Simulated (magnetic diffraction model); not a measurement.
# CsErW below its ordering temperature

Space group P6_3mc (no. 186), a = 5.6890 Å, c = 9.0060 Å.

| site | atom | x | y | z |
| --- | --- | --- | --- | --- |
| 2b | W | 1/3 | 2/3 | 0.2267 |
| 2a | Er | 0 | 0 | 0.0071 |
| 2b | Cs | 2/3 | 1/3 | 0.3213 |

The compound is invented for this exercise: a known structure type with other elements, its cell scaled to their sizes and not relaxed.

Only Er is taken to order (form factors of Er3+); orders and moment sizes are assumed, and not adapted to the symmetry. Radiation: neutrons of λ = 2.36 Å, 5° to 80°; isotropic B of 0.18 Å² (W), 0.14 Å² (Er) and 0.2 Å² (Cs). The intensities are simulated: I ∝ L Σ (|F_N|² + |F_M⊥|²) for unpolarised neutrons, with F_M = 2.695 fm/μB × Σ f(s) S exp(2πi Q·r) exp(−B s²) at Q = H ± k (one set where k and −k are equivalent), only the part normal to Q counting and L = 1/(sin²θ cos θ). For collinear order S is the moment m, which repeats by lattice and centring translations R with the sign exp(−2πi k·R). Form factors are spin-only for 3d ions and dipole or tabulated for f ions, scattering lengths are Sears's of 1992, and absorption is left out. A label names one of the reflections at its angle. The strongest nuclear line in the range is 100, and lines under 0.2 are left out.

Above the ordering temperature:

| 2θ (°) | index | I |
| --- | --- | --- |
| 27.71 | (1 0 0) | 5.2 |
| 30.38 | (0 0 2) | 1.0 |
| 31.69 | (1 0 1) | 8.1 |
| 41.59 | (1 0 2) | 100.0 |
| 49.02 | (1 1 0) | 85.5 |
| 54.81 | (1 0 3) | 20.9 |
| 57.24 | (2 0 0) | 1.4 |
| 58.77 | (1 1 2) | 1.8 |
| 59.55 | (2 0 1) | 2.7 |
| 63.22 | (0 0 4) | 7.4 |
| 66.19 | (2 0 2) | 46.7 |
| 70.37 | (1 0 4) | 11.7 |
| 76.58 | (2 0 3) | 12.9 |
| 78.64 | (2 1 0) | 1.9 |

Below it (cell unchanged):

```
2θ (°)      I
  7.51  186.8
 22.67   20.1
 27.71    5.2
 28.75  212.4
 30.38    1.0
 31.69    8.1
 36.10  101.7
 38.24    6.8
 41.59  100.0
 47.88   43.4
 49.02   85.5
 49.67   70.0
 54.59    3.2
 54.65   51.0
 54.81   20.9
 57.24    1.4
 57.83   51.0
 58.77    1.8
 59.55    2.7
 62.31   21.0
 62.37   39.9
 63.22    7.4
 63.82   31.2
 66.19   46.7
 70.37   11.7
 70.94   26.6
 72.26    1.8
 76.39   18.5
 76.58   12.9
 78.64    1.9
 79.05   11.7
 79.14   54.1
```

**Question.** Find the propagation vector, then choose among these models:
A. collinear moments along [101], 7.5 μB on Er; signs + at (0, 0, 0.0071), − at (0, 0, 0.5071)
B. collinear moments along [101], 7.5 μB on Er; signs + at (0, 0, 0.0071), + at (0, 0, 0.5071)
C. collinear moments along [001], 7.5 μB on Er; signs + at (0, 0, 0.0071), + at (0, 0, 0.5071)
D. collinear moments along [001], 7.5 μB on Er; signs + at (0, 0, 0.0071), − at (0, 0, 0.5071)

The new lines index as (0 0 1/2) at 7.51°, (0 0 3/2) at 22.67°, (1 0 1/2) at 28.75° and (1 0 3/2) at 36.10°, that is as H ± k with k = (0 0 1/2). Half indices mean that the moments reverse under translations with k·R a half-integer, and the magnetic cell has twice the primitive volume.

Magnetic intensity, observed (below minus above) and for each model:

| 2θ (°) | index | observed | A | B | C | D |
| --- | --- | --- | --- | --- | --- | --- |
| 7.51 | (0 0 1/2) | 186.8 | 186.8 | 186.8 | <0.2 | <0.2 |
| 22.67 | (0 0 3/2) | 20.1 | 20.1 | 20.1 | <0.2 | <0.2 |
| 28.75 | (1 0 1/2) | 212.4 | 212.4 | 212.4 | 241.8 | 241.8 |
| 47.88 | (1 0 5/2) | 43.4 | 43.4 | 43.4 | 31.2 | 31.2 |
| 49.67 | (1 1 1/2) | 70.0 | 70.0 | 70.0 | 81.0 | 81.0 |
| 57.83 | (2 0 1/2) | 51.0 | 51.0 | 51.0 | 59.1 | 59.1 |
| 62.31 | (1 0 7/2) | 21.0 | 21.0 | 21.0 | 11.0 | 11.0 |
| 79.14 | (2 1 1/2) | 54.1 | 54.1 | 54.1 | 62.9 | 62.9 |

Models A and B match alike on every line, so these data can't choose among them (such ties are often domains of one structure).

The structure used: k = (0 0 1/2), collinear moments along [101], 7.5 μB on Er; signs + at (0, 0, 0.0071), − at (0, 0, 0.5071).

[Logs are printed without paths, hosts, clocks, repeated set-up lines and the standing remarks that a program may print on its own settings, such as how far it seeks lower states.]
